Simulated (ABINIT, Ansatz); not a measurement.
## A GW chain in ABINIT: K2H4Pt (I4/mmm)

How does a plane-wave GW calculation on K2H4Pt (I4/mmm) run from the first input to the gap?

Calculated with ABINIT 10.8.3; PBEsol and many-body steps on it, plane waves.

**1. Set-up**

It takes space group I4/mmm (No. 139, tetragonal). Conventional cell: a = 5.749 Å, b = 5.749 Å, c = 7.722 Å, α = 90.00°, β = 90.00°, γ = 90.00°. K has 8 H at 2.83 Å nearest. H has 1 Pt at 1.65 Å and 2 H at 2.33 Å and 4 K at 2.83 Å nearest. Nearest to Pt lie 4 H at 1.65 Å. Farther neighbours are not listed.

The cell and positions are those that the Materials Project relaxed with its own functionals (PBE, PBE+U or r2SCAN), kept fixed. Spin-orbit coupling is left out unless a step names it.

**2. Ground state**

This step: ABINIT 10.8.3; DFT, PBEsol, plane waves, norm-conserving pseudopotentials.

The ground-state density comes first.

The input, run.abi:

```
acell 3*1.0 Angstrom
rprim 
  -2.874560180000 2.874560180000 3.861188830000
  2.874560180000 -2.874560180000 3.861188830000
  2.874560180000 2.874560180000 -3.861188830000
ntypat 3
znucl 19 1 78
natom 7
typat 1 1 2 2 2 2 3
xred 
  0.250000000000 0.750000000000 0.500000000000
  0.750000000000 0.250000000000 0.500000000000
  0.202788050000 0.797211950000 0.000000000000
  0.202788050000 0.202788050000 0.405576100000
  0.797211950000 0.202788050000 0.000000000000
  0.797211950000 0.797211950000 0.594423900000
  0.000000000000 0.000000000000 0.000000000000
pp_dirpath "pseudos"
pseudos "K.upf, H.upf, Pt.upf"
ecut 38
ngkpt 6 6 6
nshiftk 1
shiftk 0 0 0
kptopt 1
chksymbreak 0
nband 27
occopt 1
tolvrs 1e-10
nstep 60
prtwf 0
optforces 0
optstress 0
indata_prefix "in"
outdata_prefix "out"
tmpdata_prefix "tmp"
```

Command:

```sh
$ OMP_NUM_THREADS=1 mpirun -n 4 abinit run.abi > log
```

Numbers of over 12 decimals in the logs are rounded to 6 here.

The program printed:

```text
.Version 10.8.3 of ABINIT. v10.8.2 released Aug 2026.

 Symmetries : space group I4/m m m (#139); Bravais tI (body-center tetrag.)
================================================================================
 Values of the parameters that define the memory need of the present run
     intxc =       0    ionmov =       0      iscf =       7    lmnmax =       8
     lnmax =       8     mgfft =      60  mpssoang =       4    mqgrid =    3001
     natom =       7  nloc_mem =       1    nspden =       1   nspinor =       1
    nsppol =       1      nsym =      16    n1xccc =    2501    ntypat =       3
    occopt =       1   xclevel =       2
-    mband =          27        mffmem =           1         mkmem =           8
       mpw =        9652          nfft =      216000          nkpt =          30
================================================================================
  Rough estimation (10% accuracy) of disk space for files :
================================================================================

--------------------------------------------------------------------------------
------------- Echo of variables that govern the present computation ------------
--------------------------------------------------------------------------------
 -outvars: echo values of preprocessed input variables --------
            acell      1.8897261259E+00  1.8897261259E+00  1.8897261259E+00 Bohr

      chksymbreak           0
             ecut      3.80000000E+01 Hartree
-          fftalg         312

              ixc     -116133
              kpt      0.00000000E+00  0.00000000E+00  0.00000000E+00
                       1.66666667E-01  0.00000000E+00  0.00000000E+00
                       3.33333333E-01  0.00000000E+00  0.00000000E+00
                       5.00000000E-01  0.00000000E+00  0.00000000E+00
                       1.66666667E-01  1.66666667E-01  0.00000000E+00
                       3.33333333E-01  1.66666667E-01  0.00000000E+00
                       5.00000000E-01  1.66666667E-01  0.00000000E+00
                      -3.33333333E-01  1.66666667E-01  0.00000000E+00
                      -1.66666667E-01  1.66666667E-01  0.00000000E+00
   [... 19 further rows ...]
                      -3.33333333E-01 -3.33333333E-01  3.33333333E-01
                       5.00000000E-01  5.00000000E-01  5.00000000E-01
         kptrlatt        6    0    0      0    6    0      0    0    6
          kptrlen      6.35706503E+01
P           mkmem           8
            natom           7
            nband          27
            ngfft          60      60      60
             nkpt          30
            nstep          60
             nsym          16
           ntypat           3
              occ      2.000000  2.000000  2.000000  2.000000  2.000000  2.000000
                       2.000000  2.000000  2.000000  2.000000  2.000000  2.000000
                       2.000000  2.000000  2.000000  2.000000  2.000000  2.000000
                       2.000000  2.000000  0.000000  0.000000  0.000000  0.000000
[...]
optforces           0
        optstress           0
            prtwf           0
            rprim     -2.8745601800E+00  2.8745601800E+00  3.8611888300E+00
[...]
spgroup         139

           tolvrs      1.00000000E-10

             xred      2.5000000000E-01  7.5000000000E-01  5.0000000000E-01
[...]
znucl       19.00000    1.00000   78.00000

================================================================================

 chkinp: Checking input parameters for consistency.

================================================================================
== DATASET  1 ==================================================================
-   mpi_nproc: 4, omp_nthreads: 1 (-1 if OMP is not activated)

--- !DatasetInfo
iteration_state: {dtset: 1, }
dimensions: {natom: 7, nkpt: 30, mband: 27, nsppol: 1, nspinor: 1, nspden: 1, mpw: 9652, }
cutoff_energies: {ecut:  38.0, pawecutdg:  -1.0, }
electrons: {nelect:   4.00000000E+01, charge:   0.00000000E+00, occopt:   1.00000000E+00, tsmear:   1.00000000E-02, }

 Real(R)+Recip(G) space primitive vectors, cartesian coordinates (Bohr,Bohr^-1):
 R(1)= -5.4321315  5.4321315  7.2965894  G(1)=  0.0000000  0.0920449  0.0685252
 R(2)=  5.4321315 -5.4321315  7.2965894  G(2)=  0.0920449  0.0000000  0.0685252
 R(3)=  5.4321315  5.4321315 -7.2965894  G(3)=  0.0920449  0.0920449  0.0000000
 Unit cell volume ucvol=  8.6123257E+02 bohr^3
 Angles (23,13,12)=  1.18312069E+02  1.18312069E+02  9.29493232E+01 degrees

 getcut: wavevector=  0.0000  0.0000  0.0000  ngfft=  60  60  60
         ecut(hartree)=     38.000   => boxcut(ratio)=   2.04098

--- Pseudopotential description ------------------------------------------------
- K Generated using ONCVPSP code by D. R. Hamann
- 19.00000   9.00000  180301                  znucl, zion, pspdat
12 -116133 2 -1 2250                          pspcod,pspxc,lmax,lloc,mmax
     nproj     2     2     2     0
  pspatm : epsatm=    8.32504554
         --- l  ekb(1:nproj) -->
[...]
pspatm: atomic psp has been read  and splines computed

- H Generated using ONCVPSP code by D. R. Hamann
-  1.00000   1.00000  180301                  znucl, zion, pspdat
12 -116133 1 -1 1180                          pspcod,pspxc,lmax,lloc,mmax
     nproj     2     1     0     0
  pspatm : epsatm=    0.35585368
         --- l  ekb(1:nproj) -->
[...]
1   -0.494138
 pspatm: atomic psp has been read  and splines computed

- Pt Generated using ONCVPSP code by D. R. Hamann
- 78.00000  18.00000  180301                  znucl, zion, pspdat
12 -116133 3 -1 1358                          pspcod,pspxc,lmax,lloc,mmax
     nproj     2     2     2     2
  pspatm : epsatm=   26.53983159
         --- l  ekb(1:nproj) -->
[...]
pspatm: atomic psp has been read  and splines computed

   1.78453350E+03                                ecore*ucvol(ha*bohr**3)
--------------------------------------------------------------------------------

_setup2: Arith. and geom. avg. npw (full set) are    9635.968    9635.961

================================================================================

--- !BeginCycle
iteration_state: {dtset: 1, }
solver: {iscf: 7, nstep: 60, nline: 4, wfoptalg: 0, }
tolerances: {tolvrs: 1.00E-10, }

     iter   Etot(hartree)      deltaE(h)  residm     vres2
 ETOT  1  -192.76634493304    -1.928E+02 1.091E-01 3.098E+02
 ETOT  2  -192.90267108736    -1.363E-01 1.722E-02 4.673E+02
 ETOT  3  -192.95104146179    -4.837E-02 3.294E-03 9.835E+00
 ETOT  4  -192.95255744579    -1.516E-03 2.336E-03 1.333E+00
 ETOT  5  -192.95267598839    -1.185E-04 5.451E-04 5.007E-02
 ETOT  6  -192.95267792003    -1.932E-06 8.729E-04 1.260E-02
 ETOT  7  -192.95267833120    -4.112E-07 2.581E-04 1.764E-03
 ETOT  8  -192.95267835985    -2.865E-08 5.752E-04 1.715E-04
 ETOT  9  -192.95267836300    -3.144E-09 1.826E-04 1.024E-05
 ETOT 10  -192.95267836324    -2.407E-10 3.310E-04 1.109E-06
 ETOT 11  -192.95267836328    -4.047E-11 9.102E-05 6.467E-08
 ETOT 12  -192.95267836328     7.674E-13 1.482E-04 2.537E-09
 ETOT 13  -192.95267836328    -3.013E-12 6.353E-05 1.196E-10
 ETOT 14  -192.95267836328    -2.814E-12 1.005E-04 3.887E-11

 At SCF step   14       vres2   =  3.89E-11 < tolvrs=  1.00E-10 =>converged.

--- !ResultsGS
iteration_state: {dtset: 1, }
comment   : Summary of ground state results
lattice_vectors:
- [ -5.4321315,   5.4321315,   7.2965894, ]
- [  5.4321315,  -5.4321315,   7.2965894, ]
- [  5.4321315,   5.4321315,  -7.2965894, ]
lattice_lengths: [  10.59511,   10.59511,   10.59511, ]
lattice_angles: [118.312, 118.312,  92.949, ] # degrees, (23, 13, 12)
lattice_volume:   8.6123257E+02
convergence: {deltae: -2.814E-12, res2:  3.887E-11, residm:  1.005E-04, diffor:  0.000E+00, }
etotal    :  -1.92952678E+02
entropy   :   0.00000000E+00
fermie    :   4.15209961E-02
cartesian_stress_tensor: null
pressure_GPa: null
xred      :
- [  2.5000E-01,   7.5000E-01,   5.0000E-01,  K]
- [  7.5000E-01,   2.5000E-01,   5.0000E-01,  K]
- [  2.0279E-01,   7.9721E-01,   3.2161E-17,  H]
- [  2.0279E-01,   2.0279E-01,   4.0558E-01,  H]
- [  7.9721E-01,   2.0279E-01,  -2.1529E-17,  H]
- [  7.9721E-01,   7.9721E-01,   5.9442E-01,  H]
- [  0.0000E+00,   0.0000E+00,   0.0000E+00, Pt]
cartesian_forces: null
force_length_stats: {min: null, max: null, mean: null, }

 Integrated electronic density in atomic spheres:
 ------------------------------------------------
 Atom  Sphere_radius  Integrated_density
[...]
================================================================================

 ----iterations are completed or convergence reached----

 Mean square residual over all n,k,spin=   61.992E-08; max=  10.050E-05
 reduced coordinates (array xred) for    7 atoms
[...]
0.202788050000      0.202788050000      0.405576100000
       0.797211950000      0.202788050000     -0.000000000000
       0.797211950000      0.797211950000      0.594423900000
       0.000000000000      0.000000000000      0.000000000000
 rms dE/dt=  0.0000E+00; max dE/dt=  0.0000E+00; dE/dt below (all hartree)
    1       0.000000000000      0.000000000000      0.000000000000
    2       0.000000000000      0.000000000000      0.000000000000
    3       0.000000000000      0.000000000000      0.000000000000
    4       0.000000000000      0.000000000000      0.000000000000
    5       0.000000000000      0.000000000000      0.000000000000
    6       0.000000000000      0.000000000000      0.000000000000
    7       0.000000000000      0.000000000000      0.000000000000

 cartesian coordinates (angstrom) at end:
    1      2.874560     0.000000     1.930594
    2     -0.000000     2.874560     1.930594
    3      1.708707    -1.708707     3.861189
    4      1.165853     1.165853     0.000000
    5     -1.708707     1.708707     3.861189
    6      1.708707     1.708707     3.861189
    7      0.000000     0.000000     0.000000
 length scales=  1.889726125908  1.889726125908  1.889726125908 bohr
              =  1.000000000000  1.000000000000  1.000000000000 angstroms
 prteigrs : about to open file out_EIG
 Fermi (or HOMO) energy (hartree) =   0.04152   Average Vxc (hartree)=  -0.29120
 Eigenvalues (hartree) for nkpt=  30  k points:
 kpt#   1, nband= 27, wtk=  0.00463, kpt=  0.0000  0.0000  0.0000 (reduced coord)
  -3.49184   -1.81261   -1.81261   -1.79232   -0.99818   -0.99681   -0.39760   -0.39667
  -0.39667   -0.39257   -0.39257   -0.38981   -0.14281   -0.10860    0.01289    0.01289
   0.01424    0.02905    0.02905    0.02929    0.21261    0.23184    0.24105    0.28929
   0.36053    0.36312    0.36323
 prteigrs : prtvol=0 or 1, do not print more k-points.

--- !EnergyTerms
iteration_state     : {dtset: 1, }
comment             : Components of total free energy in Hartree
kinetic             :  5.99204364373111E+01
hartree             :  6.35786789524547E+01
xc                  : -3.76806780111036E+01
Ewald energy        : -9.75841210397801E+01
psp_core            :  2.07206921802238E+00
local_psp           : -1.99363003483814E+02
non_local_psp       :  1.61039395636255E+01
total_energy        : -1.92952678363284E+02
total_energy_eV     : -5.25050985813985E+03
band_energy         : -2.67648316287448E+01

== END DATASET(S) ==============================================================
================================================================================

 -outvars: echo values of variables after computation  --------
           etotal     -1.9295267836E+02
            nband          27
             nkpt          30
          spgroup         139
 [... the other variables as echoed above ...]

 Calculation completed.
```

Wall time 1.8 min (4 MPI ranks of Intel Xeon Platinum 8488C (Sapphire Rapids), shared host); peak memory 0.66 GiB.

Numbers from this step:

```
total energy               : -5250.5099 eV
gap                        : 2.587 eV
k of the valence top       : 0.5, 0.5, 0.1667
k of the conduction bottom : 0.5, 0.5, 0.5
least direct gap           : 2.625 eV
```

The gap is indirect, with the least direct gap 0.04 eV higher.

(Part 1 of 3 ends here.)

[Paths, hosts, dates, memory and timing lines, banners, echoed tables and standing remarks are left out of the program output.]

[Logs are printed without paths, hosts, clocks, repeated set-up lines and the standing remarks that a program may print on its own settings, such as how far it seeks lower states.]

[Runs of the session that timed out or met a known fault of the program may be left out.]

[Hosts, paths, dates, database ids (printed as entryN), source tags and the programs' standing remarks are cut or masked in the printed files.]

[G0W0 gaps are taken among the corrected bands and points alone; a level outside them can change the order at an edge.]

[Where Ansatz stands beside ABINIT at settings called matched, ABINIT's density can come from a denser mesh and the files from another edition; pairs whose starting gaps differed by over 0.03 eV were left out, so agreement reads better than it is.]
